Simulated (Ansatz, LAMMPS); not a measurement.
# A frame of liquid 68SiO2-14MgO-18Li2O (mol %) from 2000 K, run at 400 K (160 atoms): a short ab initio trajectory

Wanted: a short trajectory of a frame of liquid 68SiO2-14MgO-18Li2O (mol %) from 2000 K, run at 400 K (160 atoms) with its pair distributions.

Main program and level: Ansatz 0.2.0; Kohn-Sham DFT, r2SCAN, PAW (set soft_2), plane waves.

### Step 1. Set-up

The cell holds 160 atoms: 38 Si, 8 Mg, 20 Li and 94 O. Its edges and angles: a = 12.739 Å, b = 12.739 Å, c = 12.739 Å, α = 90.0°, β = 90.0°, γ = 90.0°. 160 atoms (38 Si, 8 Mg, 20 Li, 94 O) placed at random at 2.33 g/cm³, melted at 4000 K for 10 ps at fixed volume with the Morse and Coulomb pair potential with partial charges (Pedone, Malavasi, Menziani, Cormack and Segre, J. Phys. Chem. B 110, 11780 (2006)). Snapshot at the end of a hold of 10 ps at 2000 K and fixed volume.

Limits known from the start: The starting topology of bonds comes from the classical model, and needn't be the one that DFT or experiment would give. The cell was made at 2000 K but the dynamics is set to 400 K: the trajectory isn't one at 2000 K. The Brillouin zone is sampled at Γ only, in a cell whose shortest periodic width is 13 Å.

### Step 2. Dynamics started at 400 K

Without a thermostat the total energy must stay constant, which tests forces and time step. The time step is 1.0 fs.

Contents of input.yaml:

```yaml
crystal:
  lattice:
    - [12.7388, 0.0, 0.0]
    - [0.0, 12.7388, 0.0]
    - [0.0, 0.0, 12.7388]
  atoms:
    - { symbol: Si, position: [0.86568, 0.26764, 0.74696] }
    - { symbol: Si, position: [0.73179, 0.68702, 0.71876] }
    - { symbol: Si, position: [0.19819, 0.86583, 0.84333] }
    - { symbol: Si, position: [0.48158, 0.99413, 0.28666] }
    [... 150 atom lines left out ...]
    - { symbol: O, position: [0.82754, 0.15253, 0.79207] }
    - { symbol: O, position: [0.57536, 0.34752, 0.76199] }
    - { symbol: O, position: [0.66336, 0.07502, 0.12251] }
    - { symbol: O, position: [0.7552, 0.97486, 0.86115] }
    - { symbol: O, position: [0.13725, 0.94413, 0.91308] }
    - { symbol: O, position: [0.77421, 0.3512, 0.7189] }
kpoints:
  mp_grid: { grid: [1, 1, 1] }
hamiltonian:
  xc: r2scan
scf:
  occupations: { method: gaussian, width: 0.05 }
output:
  forces: true
md:
  timestep: 1.0
  n_steps: 41
  ensemble: nve
  temperature: 400
  initial_velocities: maxwell_boltzmann
  seed: 5196
```

The run is started by

```console
$ ansatz run input.yaml --threads 4 --pin off --max-ram 8192MiB --backend cpu --events-out ev --progress --plain --runs-dir out
```

Run time: 17 min. Hardware: 4 threads of AMD EPYC 9R45, shared host; peak memory 6.1 GiB.

The program notes that it switched symmetry off.

Rows from the run:

```csv
time (fs),T (K),potential (meV/atom),conserved (meV/atom)
0.0,400,0.0,0.00
3.0,710,-40.3,-0.50
5.0,1092,-89.8,-0.88
8.0,1480,-139.8,-0.97
11.0,1535,-146.6,-0.78
14.0,1419,-131.4,-0.60
16.0,1346,-122.0,-0.53
19.0,1328,-119.7,-0.53
22.0,1414,-130.9,-0.61
25.0,1525,-145.2,-0.68
27.0,1571,-151.1,-0.71
30.0,1568,-150.7,-0.66
33.0,1543,-147.4,-0.59
36.0,1572,-151.1,-0.63
38.0,1606,-155.7,-0.69
41.0,1624,-157.9,-0.71
```

Mean square displacement from the first frame to the last: Si 0.069 Å², Mg 0.090 Å², Li 0.74 Å², O 0.11 Å².

The mean square displacement by time lag:

```csv
time lag (fs),Li (Å²),Mg (Å²),O (Å²),Si (Å²)
1.00,5.9e-4,8.9e-5,2.0e-4,1.4e-4
2.00,0.00237,3.6e-4,8.0e-4,5.8e-4
3.00,0.00534,8.1e-4,0.00179,0.00130
4.00,0.00952,0.00144,0.00318,0.00232
5.00,0.0149,0.00225,0.00493,0.00361
6.00,0.0215,0.00324,0.00703,0.00516
7.00,0.0293,0.00442,0.00945,0.00696
8.00,0.0382,0.00577,0.0122,0.00897
9.00,0.0483,0.00730,0.0151,0.0112
10.00,0.0596,0.00900,0.0183,0.0135
11.00,0.0719,0.0109,0.0216,0.0160
12.00,0.0853,0.0129,0.0250,0.0186
13.00,0.0997,0.0151,0.0286,0.0212
14.00,0.115,0.0174,0.0322,0.0238
15.00,0.132,0.0199,0.0358,0.0264
16.00,0.149,0.0225,0.0394,0.0290
17.00,0.167,0.0252,0.0429,0.0315
18.00,0.186,0.0280,0.0465,0.0339
19.00,0.205,0.0309,0.0499,0.0363
20.00,0.226,0.0339,0.0533,0.0385
21.00,0.247,0.0369,0.0566,0.0406
```

Over the second half of 41 fs the temperature averages 1547 K, rising from about 1452 to 1613 K (means over the first and last quarter of that half). The conserved energy stays within 0.99 meV/atom. From first frame to last Li has the largest mean square displacement, 0.74 Å² at the end; the farthest move is 1.47 Å. The mean temperature of 1547 K lies well off the 400 K of the input: without a thermostat, the energy that the start releases heats the cell. The run spans 0.04 ps, too short for its means to be equilibrium values.

### Step 3. Distances and neighbours late in the run

The g(r) is a mean over the second half; what follows it is taken at the last frame.

Density 2.33 g/cm³, 12.92 Å³ an atom.

Mean of 22 frames. g(r), total and by pair (bins of 0.2 Å):

```csv
r (Å),total,O-O,O-Si,O-Li,O-Mg,Si-Si,Si-Li
1.40,0.07,0.00,0.26,0.00,0.00,0.00,0.00
1.60,2.56,0.00,9.09,0.11,0.00,0.00,0.00
1.80,1.27,0.00,3.23,2.08,1.16,0.00,0.00
2.00,0.57,0.00,0.14,2.00,3.90,0.00,0.00
2.20,0.39,0.02,0.00,1.48,2.49,0.00,0.14
2.40,0.51,0.73,0.02,1.15,0.63,0.00,0.40
2.60,1.25,2.71,0.05,0.91,0.46,0.00,1.40
2.80,1.25,2.63,0.10,0.65,0.28,0.48,1.89
3.00,0.81,0.99,0.16,0.77,0.23,2.42,1.58
3.20,0.92,0.80,0.55,0.55,0.65,3.38,1.62
3.40,0.82,0.72,0.71,0.66,0.76,0.51,1.33
3.60,0.93,0.93,1.08,0.85,1.00,0.27,0.69
3.80,1.05,0.71,1.70,0.88,1.04,0.41,0.70
4.00,1.19,0.82,1.79,1.38,1.27,0.83,0.71
4.20,1.19,0.72,1.85,1.33,1.37,0.92,1.06
4.40,1.06,0.79,1.35,1.34,1.32,1.01,0.82
4.60,1.03,1.08,0.84,1.15,1.33,1.65,0.84
4.80,0.99,1.13,0.73,1.06,0.98,1.54,1.02
5.00,1.01,1.33,0.72,0.87,0.62,1.06,1.29
5.20,1.04,1.33,0.79,0.98,0.71,1.09,0.92
5.40,1.00,1.18,0.81,0.80,1.02,0.76,1.39
5.60,0.84,0.88,0.75,0.78,1.02,0.64,1.18
5.80,0.89,0.84,0.79,0.79,1.15,1.08,1.11
6.00,0.92,0.80,0.95,1.14,0.75,0.76,1.01
6.20,1.06,1.00,1.21,1.10,1.05,0.72,0.88
```

Bonds by pair of elements; cutoffs follow the first minimum of g(r), held within bounds set by covalent radii, and pairs that aren't listed don't count as bonded:

```csv
pair A-B,cutoff (Å),bonds,mean length (Å),spread (Å),shortest (Å),B about A,A about B
O-Si,2.16,152,1.65,0.083,1.44,1.62,4
O-Li,2.33,53,2.04,0.152,1.73,0.564,2.65
O-Mg,2.73,34,2.12,0.199,1.77,0.362,4.25
```

The cutoff for O-Li falls short of the minimum of g(r), so counts run low and odd coordinations can be artefacts.

How many atoms have how many bonded neighbours:

```csv
element,mean,1,2,3,4,5
Li,2.65,4,3,9,4,0
Mg,4.25,0,0,0,6,2
O,2.54,2,51,30,10,1
Si,4,0,0,0,38,0
```

Bond angles, per cent of each kind in bins of 5°:

```csv
angle (°),O-Si-O,Li-O-Si,Si-O-Si,O-Mg-O,O-Li-O
65–70,0.0,0.0,0.0,0.0,3.7
70–75,0.0,0.0,0.0,5.4,5.6
75–80,0.0,0.0,0.0,8.9,7.4
80–85,0.0,6.0,0.0,5.4,9.3
85–90,1.3,16.4,0.0,5.4,5.6
90–95,2.6,7.5,0.0,7.1,3.7
95–100,8.8,11.9,0.0,10.7,11.1
100–105,21.5,9.0,0.0,12.5,7.4
105–110,24.1,10.4,0.0,5.4,5.6
110–115,20.2,4.5,1.7,7.1,3.7
115–120,8.3,3.0,3.5,5.4,3.7
120–125,6.6,7.5,3.5,1.8,1.8
125–130,4.4,6.0,13.8,1.8,1.8
130–135,1.3,4.5,13.8,8.9,3.7
135–140,0.9,3.0,10.3,0.0,3.7
140–145,0.0,3.0,15.5,1.8,7.4
145–150,0.0,4.5,13.8,3.6,3.7
150–155,0.0,0.0,8.6,1.8,3.7
155–160,0.0,1.5,5.2,0.0,0.0
160–165,0.0,1.5,8.6,3.6,1.8
165–170,0.0,0.0,1.7,1.8,3.7
170–175,0.0,0.0,0.0,1.8,0.0
175–180,0.0,0.0,0.0,0.0,1.8
```

Bond angles (no mean is given where the spread exceeds 20°):

```csv
angle,count,mean (°),spread (°)
O-Si-O,228,109,9.1
Li-O-Si,67,-,-
Si-O-Si,58,141,12.8
O-Mg-O,56,-,-
O-Li-O,54,-,-
```

Oxygen atoms by the number of network formers (Si, P, Ge, B, Al, As, Ga) bound to them:

```csv
network formers bound to O,O atoms,per cent
0,0,0
1,36,38.3
2,58,61.7
```

Network units: each former by its oxygen neighbours and how many of them bridge to another former:

```csv
former,O neighbours,bridging O,atoms
Si,4,1,1
Si,4,2,10
Si,4,3,13
Si,4,4,14
```

Bond length by coordination (bonds to H left out):

```csv
element,coordination,atoms,mean bond length (Å)
Li,1,4,2.08
Li,2,3,2.06
Li,3,9,2.01
Li,4,4,2.06
Mg,4,6,2.10
Mg,5,2,2.17
O,1,2,1.59
O,2,51,1.68
O,3,30,1.85
O,4,10,1.98
O,5,1,2.10
```

Rings of the network by King's shortest-path rule, up to 12 atoms, one path for each pair of neighbours; H, halogens, alkali and alkaline-earth atoms are left out, and the last column divides by all other atoms, bonded or not:

```csv
ring size (atoms),rings,per network atom
8,5,0.038
10,7,0.053
12,3,0.023
```

First main peaks of g(r), for some of the pairs, lie near 2.7 Å (O-O), 1.6 Å (O-Si), 1.9 Å (O-Li), 2.0 Å (O-Mg) and 3.1 Å (Si-Si). The O-Si-O angle averages 109° with a spread of 9°. 62 % of the oxygens bridge two formers (Si) and 38 % are non-bridging. The commonest Si unit has 4 oxygens, 4 of them shared with other formers (14 of 38 atoms). Rings of 10 atoms are the most common (47 % of those counted); sizes run from 8 to 12, where the search stops.

### Step 4. Single point at the last frame

The last frame is solved again with fuller output, to read the electronic structure of a thermally displaced geometry.

Contents of input.yaml:

```yaml
crystal:
  lattice:
    - [12.7388, 0.0, 0.0]
    - [0.0, 12.7388, 0.0]
    - [0.0, 0.0, 12.7388]
  atoms:
    - { symbol: Si, position: [0.86326, 0.2767, 0.73478] }
    - { symbol: Si, position: [0.71898, 0.68043, 0.74749] }
    - { symbol: Si, position: [0.18153, 0.84785, 0.85078] }
    - { symbol: Si, position: [0.47861, 0.99207, 0.30797] }
    [... 150 atom lines left out ...]
    - { symbol: O, position: [0.8105, 0.16622, 0.78888] }
    - { symbol: O, position: [0.57973, 0.3539, 0.77652] }
    - { symbol: O, position: [0.6679, 0.08261, 0.12006] }
    - { symbol: O, position: [0.7393, 0.98109, 0.86784] }
    - { symbol: O, position: [0.14801, 0.94342, 0.94727] }
    - { symbol: O, position: [0.76605, 0.36754, 0.73703] }
kpoints:
  mp_grid: { grid: [1, 1, 1] }
hamiltonian:
  xc: r2scan
scf:
  occupations: { method: gaussian, width: 0.05 }
output:
  forces: true
  stress: true
  populations: true
  dos:
    method: { smearing: { sigma: 0.08 } }
    de: 0.1
    projected: { site_lists: { Li: [Li], Mg: [Mg], O: [O], Si: [Si] } }
  eigenvalues: true
  write_density: true
  write_potential: true
  volumetric_format: npy
```

Elapsed: 55 s, on 4 threads; peak memory 6.2 GiB; 3.5 min of CPU time.

Read from the output:

```
free energy                                      : -97411.8129 eV
free energy per atom                             : -608.8238 eV/atom
SCF cycles                                       : 10
pressure                                         : -4.031 GPa
r.m.s. force component                           : 1.865 eV/Å
longest force                                    : 11.3 eV/Å
Fermi energy                                     : 5.1 eV
gap (highest filled to lowest empty level) : 2.716 eV
spilling of the projection                       : 0.01226
```

Length of the force by element:

```csv
element,coordination,atoms,mean length of the force (eV/Å),spread,least,most
Li,all,20,0.734,0.270,0.220,1.31
Mg,all,8,1.50,0.694,0.686,3.02
O,all,94,2.54,1.62,0.363,11.3
Si,all,38,4.07,2.04,0.642,10.5
```

Löwdin charges by element (they lack the spilled electrons, 0.066 e an atom on average):

```csv
element,coordination,atoms,mean charge (e),spread,least,most
Li,all,20,0.805,0.0151,0.774,0.834
Mg,all,8,1.65,0.0137,1.62,1.67
O,all,94,-0.903,0.102,-1.14,-0.769
Si,all,38,1.74,0.0605,1.60,1.85
```

States in the cell by windows of 1 eV, zero at the Fermi level; the larger projections on atomic orbitals stand beside the total:

```csv
from (eV),to (eV),total,O p,Si p
-14,-13,1.7,1.1,0.1
-13,-12,8.7,6.0,0.5
-12,-11,13.4,9.2,0.9
-11,-10,22.9,16.1,2.4
-10,-9,28.3,20.8,4.1
-9,-8,35.4,27.0,5.9
-8,-7,51.4,41.3,5.9
-7,-6,76.3,64.6,5.9
-6,-5,90.6,81.2,4.1
-5,-4,98.9,91.8,2.7
-4,-3,87.6,82.9,1.7
-3,-2,38.1,36.2,0.7
-2,-1,10.8,10.3,0.2
-1,1,0.0,0.0,0.0
1,2,2.0,0.1,0.1
2,3,11.3,1.6,1.5
3,4,23.6,2.8,4.8
4,5,29.0,3.4,7.6
```

The curve was stored every 0.10 eV, coarse against its broadening of 0.08 eV, so these counts are rough.

Between -26 and -14 eV lie 188 more states.

The stored curve holds about 752 of the 856 electrons; the rest, give or take the few that broadening carries across the Fermi level, lie in deeper levels below its range.

The levels nearest the highest filled one (over half full), pooled over k-points and spins:

```csv
level less the highest filled one (eV),occupation
-0.682,2
-0.522,2
-0.486,2
-0.450,2
-0.431,2
0,2
2.72,0
3.52,0
3.56,0
3.91,0
4.15,0
4.26,0
```

Mean Löwdin charges: Li +0.81, Mg +1.65, O -0.90, Si +1.74 e (they miss 1.2 % of the electrons, so they add up to more than the cell's charge).

### Step 5. Results

```yaml
mean_temperature_second_half: 1547 K
temperature_swing_second_half: 63.63 K
slope_of_the_conserved_energy_against_time_by_least_squares: -2.404 meV/atom/ps
free_energy_per_atom: -608.8238 eV/atom
pressure: -4.031 GPa
r_m_s_force_component: 1.865 eV/Å
spacing_of_highest_filled_and_lowest_empty_level: 2.716 eV
wall_time_of_the_2_dft_runs: 18 min
```

In words: Over the second half of 41 fs the temperature averages 1547 K, rising from about 1452 to 1613 K (means over the first and last quarter of that half). The conserved energy stays within 0.99 meV/atom. The mean temperature of 1547 K lies well off the 400 K of the input: without a thermostat, the energy that the start releases heats the cell. The run spans 0.04 ps, too short for its means to be equilibrium values. 62 % of the oxygens bridge two formers (Si) and 38 % are non-bridging. Between filled and empty levels lie 2.72 eV (at Γ alone); a semilocal functional tends to put such gaps too low. In a disordered cell it changes from sample to sample and from frame to frame.

What to keep in mind: The stress is far from hydrostatic: its diagonal is -5.2, -5.2, -1.7 GPa, compression counted positive. The pressure of -4.0 GPa is that of one thermal frame at a volume set beforehand, without the kinetic term.

[Logs are printed without paths, hosts, clocks, repeated set-up lines and the standing remarks that a program may print on its own settings, such as how far it seeks lower states.]

[Hosts, paths, dates, database ids (printed as entryN), source tags and the programs' standing remarks are cut or masked in the printed files.]
